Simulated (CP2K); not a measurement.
The N K edge of 2-hydroxypyridine was computed by TDDFT (CP2K XAS_TDP, aug-cc-pVDZ, TDA) at these levels: BHandHLYP, PBEh(45%) and PBEh(45%) + GW2X. The first three lines of N7 (bonded to 2 C) with a strength over 0.0015, energy in eV and strength:

| run | first | second | third |
| --- | --- | --- | --- |
| 1 | 397.47 (0.049) | 401.31 (0.003) | 401.98 (0.002) |
| 2 | 395.23 (0.046) | 399.02 (0.002) | 399.59 (0.002) |
| 3 | 399.92 (0.045) | 403.70 (0.002) | 404.27 (0.002) |

Question: Which run is which?

Run 1: BHandHLYP (50 % exact exchange). Run 2: PBEh(45%) (45 % exact exchange). Run 3: PBEh(45%) + GW2X (45 % exact exchange). Self-interaction lifts the core level, so the uncorrected lines rise with the share of exact exchange. The GW2X run keeps the spacings of its parent: 3.78 eV between the first two lines in run 3, 3.79 eV in run 2. Its shift is +4.69 eV, since the Kohn–Sham level at this share of exchange lies that far above the quasiparticle level.

[Hosts, paths, dates, database ids (printed as entryN), source tags and the programs' standing remarks are cut or masked in the printed files.]
